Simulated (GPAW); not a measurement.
# Li K ELNES/XANES of Li (Lithium, Im-3m) from DFT, part 2 of 2

How does the Li K edge of Li (Lithium, Im-3m) move when the bonds are compressed or stretched?

GPAW 26.7.0; X-ray absorption from dipole matrix elements to empty bands, plane-wave PAW PBE.

So far. Step 6 (Spectrum with XCH, Li atom 1): This run also has another mesh (7×7×7 against 6×6×6), so the 20 % r.m.s. difference can't be laid on the changed setting alone. The highest intensity below 16 eV goes from 7.9 eV (2.03) to 8.5 eV (1.99). Step 8 (Spectrum with XCH, Li atom 1): Against the first run the r.m.s. difference is 7 %. The highest intensity below 16 eV goes from 7.9 eV (2.03) to 8.1 eV (2.03).

## 10. Spectrum with XCH, Li atom 1

Changed against the first core-hole run: volume scale from 1 to 1.09.

Input file xas.py:

```python
import numpy as np
from ase import Atoms
from ase.parallel import parprint, paropen
from gpaw import GPAW, PW, FermiDirac, Mixer, MixerDif, setup_paths
from gpaw.test import gen
setup_paths.insert(0, '.')
gen('Li', name='fch1s', xcname='PBE', corehole=(1, 0, 1), write_xml=True)
from gpaw.mpi import world
world.barrier()

atoms = Atoms('Li8',
    cell=[[-3.61156966, 3.61156966, 3.61156966],
     [3.61156966, -3.61156966, 3.61156966],
     [3.61156966, 3.61156966, -3.61156966]],
    scaled_positions=[[0, 0, 0],
     [0, 0, 0.5],
     [0, 0.5, 0],
     [0.5, 0, 0],
     [0, 0.5, 0.5],
     [0.5, 0, 0.5],
     [0.5, 0.5, 0],
     [0.5, 0.5, 0.5]],
    pbc=True)
atoms.calc = calc = GPAW(legacy_gpaw=True, mode=PW(500), xc='PBE', setups={0: 'fch1s'},
    kpts={'size': (5, 5, 5), 'gamma': True}, occupations=FermiDirac(0.1),
    charge=-1, mixer=Mixer(0.1, 5, 50), maxiter=150,
    convergence={'density': 0.0001}, txt='scf.txt')
energy = atoms.get_potential_energy() + calc.get_reference_energy()
ef = calc.get_fermi_level()
out = dict(energy=energy, fermi=ef, forces=atoms.get_forces().tolist())
parprint(f'all-electron energy {energy:.4f} eV, Fermi level {ef:.4f} eV')
ev = np.array([[calc.get_eigenvalues(k, s) for k in range(len(calc.get_ibz_k_points()))] for s in range(calc.get_number_of_spins())])
out['homo'], out['lumo'], out['counts'] = ev[ev < ef].max(), ev[ev > ef].min(), sorted(set((ev < ef).sum((0, 2)).tolist()))
out['filled'] = (ev[:, 0] < ef).sum(1).tolist()

from ase.units import Ha
from gpaw.xas import dipole_matrix_elements
nb = int(calc.get_number_of_electrons() / 2) + 115
top, nb = nb, nb + 8 + nb // 12
nscf = calc.fixed_density(kpts={'size': (6, 6, 6), 'gamma': True}, nbands=nb,
    convergence={'bands': top, 'eigenstates': 1e-5}, maxiter=60, txt='nscf.txt')
cell = atoms.cell.array
ops = [cell.T @ U.T @ np.linalg.inv(cell.T) for U in nscf.wfs.kd.symmetry.op_scc]
E = np.arange(-6, 34, 0.1)
fwhm = np.interp(E, [4, 25], [0.9, 3.5])
Y, X, zero, highest = 0, 0, 1e9, 1e9
for spin in range(nscf.get_number_of_spins()):
    wfs = nscf.wfs
    A = dipole_matrix_elements(wfs.setups[0])
    eps = np.zeros((wfs.kd.nibzkpts, nb))
    d = np.zeros((3, A.shape[1], wfs.kd.nibzkpts, nb), complex)
    for kpt in wfs.kpt_u:
        if kpt.s == spin and 0 in kpt.P_ani:
            eps[kpt.k] = kpt.eps_n * Ha
            d[:, :, kpt.k] = (kpt.weight * wfs.nspins / 2) ** 0.5 * np.inner(A, kpt.P_ani[0])
    world.sum(eps)
    world.sum(d)
    T = np.einsum('amkn,bmkn->abkn', d, d.conj()).real
    T = sum(np.einsum('ai,ijkn,bj->abkn', R, T, R) for R in ops) / len(ops)
    empty = eps > ef
    zero, highest = min(zero, eps[empty].min()), min(highest, eps[:, top - 1].min())
    lines = [(eps, T, empty)] if spin == 0 else lines + [(eps, T, empty)]
for eps, T, empty in lines:
    f = np.einsum('aakn->akn', T).reshape(3, -1)
    x = eps.ravel() - zero
    w = np.interp(x, E, fwhm) / 2.35482
    g = np.exp(-0.5 * ((E[:, None] - x) / w) ** 2) / (w * (2 * np.pi) ** 0.5)
    Y = Y + (f * empty.ravel()) @ g.T
    X = X + (f * ~empty.ravel()) @ g.T
out.update(E=E.round(2).tolist(), xas=Y.tolist(), xes=X.tolist(), zero=zero, valid=highest - zero, nk=len(eps), nb=nb)
for i in range(0, len(E), 10):
    parprint(f'{E[i]:7.2f}', *(f'{v:10.3e}' for v in Y[:, i]))
import json
with paropen('out.json', 'w') as f:
    json.dump(out, f)
```

Launch:

```console
$ OMP_NUM_THREADS=1 mpirun -n 2 gpaw python xas.py
```

Elapsed: 2.1 min, on 2 MPI ranks of Arm Neoverse V1, shared host; peak memory 0.38 GiB; 4.2 min of CPU time.

```
E (eV)  first run  this run
  -2.0       0.00      0.00
  -1.0       0.00      0.00
   0.0       0.48      0.49
   1.0       0.86      0.90
   2.0       1.09      1.24
   3.0       0.95      0.76
   4.0       0.91      1.26
   5.0       1.86      1.67
   6.0       1.16      1.29
   7.0       1.52      1.90
   8.0       2.01      1.62
   9.0       1.25      1.03
  10.0       1.00      1.06
  11.0       1.04      0.97
  12.0       0.90      0.61
  13.0       0.59      0.44
  14.0       0.45      0.58
  15.0       0.60      0.79
  16.0       0.78      0.84
  17.0       0.81      0.79
  18.0       0.78      0.73
  19.0       0.72      0.69
  20.0       0.68      0.68
  21.0       0.66      0.65
  22.0       0.63      0.64
  23.0       0.60      0.66
  24.0       0.61      0.70
  25.0       0.64      0.69
  26.0       0.67      0.63
  27.0       0.66      0.55
  28.0       0.58      0.49
  29.0       0.50      0.47
  30.0       0.46      0.47
  31.0       0.45      0.46
  32.0       0.45      0.43
```

Against the first run the r.m.s. difference is 18 %. A shift of -0.4 eV leaves 11 %. The highest intensity below 16 eV goes from 7.9 eV (2.03) to 7.4 eV (2.03).

The photon energy of the zero moves by +0.22 eV.

## 11. The volumes side by side

```
volume  nearest distance (Å)  shift of the zero (eV)  maximum 1 (eV above own zero)  maximum 2 (eV above own zero)  maximum 3 (eV above own zero)  maximum 4 (eV above own zero)
  0.91                 2.945                   -0.25                            2.6                            5.4                            8.5                           11.9
  0.97                 3.008                   -0.08                            2.6                            5.1                            8.1                           11.4
     1                 3.039                   +0.00                            2.5                            5.0                            7.9                           11.1
  1.09                 3.128                   +0.22                            2.3                            4.7                            7.4                           10.3
```

The curves, each shifted by its zero's change so that they share one photon-energy axis, counted from the zero at V × 1:

```
E (eV)  V × 0.91  V × 0.97  V × 1  V × 1.09
  -2.0      0.00      0.00   0.00      0.00
  -1.0      0.03      0.01   0.00      0.00
   0.0      0.81      0.56   0.48      0.26
   1.0      0.80      0.82   0.86      0.97
   2.0      1.15      1.08   1.09      1.10
   3.0      0.88      0.94   0.95      1.01
   4.0      0.82      0.88   0.91      1.00
   5.0      1.72      1.83   1.86      1.87
   6.0      1.17      1.15   1.16      1.23
   7.0      1.30      1.44   1.52      1.74
   8.0      1.93      2.02   2.01      1.83
   9.0      1.63      1.36   1.25      1.06
  10.0      1.02      1.00   1.00      1.04
  11.0      0.99      1.03   1.04      1.03
  12.0      1.00      0.95   0.90      0.68
  13.0      0.81      0.66   0.59      0.45
  14.0      0.54      0.46   0.45      0.53
  15.0      0.47      0.54   0.60      0.76
  16.0      0.63      0.74   0.78      0.84
  17.0      0.77      0.81   0.81      0.81
  18.0      0.79      0.78   0.78      0.74
  19.0      0.75      0.73   0.72      0.69
  20.0      0.70      0.68   0.68      0.68
  21.0      0.66      0.66   0.66      0.65
  22.0      0.64      0.63   0.63      0.64
  23.0      0.61      0.60   0.60      0.66
  24.0      0.57      0.59   0.61      0.69
  25.0      0.56      0.61   0.64      0.70
  26.0      0.59      0.65   0.67      0.65
  27.0      0.63      0.66   0.66      0.57
  28.0      0.65      0.62   0.58      0.50
  29.0      0.61      0.54   0.50      0.47
  30.0      0.53      0.47   0.46      0.47
  31.0      0.46      0.44   0.45      0.47
  32.0      0.42      0.44   0.45      0.44
```

## 12. Results

```json
{"absorber and edge": "Li K, atom 1 of the ground-state input (counted from 1)", "surroundings": "8 Li at 3.04 Å and 6 Li at 3.51 Å (cube and octahedron, as in bcc, site symmetry m-3m)", "highest intensity below 16 eV": "7.9 eV above the zero, height 2.03", "photon energy of the zero, with the added terms": "54.9 eV (raw 58.3 eV; uncertain by a few eV)"}
```

What this shows: From V × 0.91 to V × 1.09 the nearest distance grows by 0.183 Å and the zero moves by +0.47 eV. Above their own zero, the maxima move from 2.6 to 2.3 eV, from 5.4 to 4.7 eV, from 8.5 to 7.4 eV and from 11.9 to 10.3 eV. The one highest in energy moves most, in the direction that the rule ΔE·R² ≈ constant for scattering resonances gives. The meshes differ between volumes, which adds to the changes. The Li K edge of atom 1, with 8 Li at 3.04 Å and 6 Li at 3.51 Å (cube and octahedron, as in bcc, site symmetry m-3m), has its highest intensity of the first 16 eV at 7.9 eV above the zero, near 63 eV in photon energy (uncertain by a few eV), 2.0 times the mean level of the first 20 eV (Gaussian full width 0.9 eV up to 4 eV, rising linearly to 3.5 eV at 25 eV). The holes are only 6.1 Å apart, so the shape is probably not converged with cell size; no larger cell was run here. The structure is a published determination, not relaxed.

[Logs are printed without paths, hosts, clocks, repeated set-up lines and the standing remarks that a program may print on its own settings, such as how far it seeks lower states.]

[Hosts, paths, dates, database ids (printed as entryN), source tags and the programs' standing remarks are cut or masked in the printed files.]

[Lists of maxima count a maximum above −3 eV only where it reaches 4 % of the highest in the window and stands out from its surroundings by 2 % of it (1.5 % where it reaches 55 %); shoulders and weaker maxima are passed over, and of the rest the first, up to two pre-edge ones and the few strongest are named.]
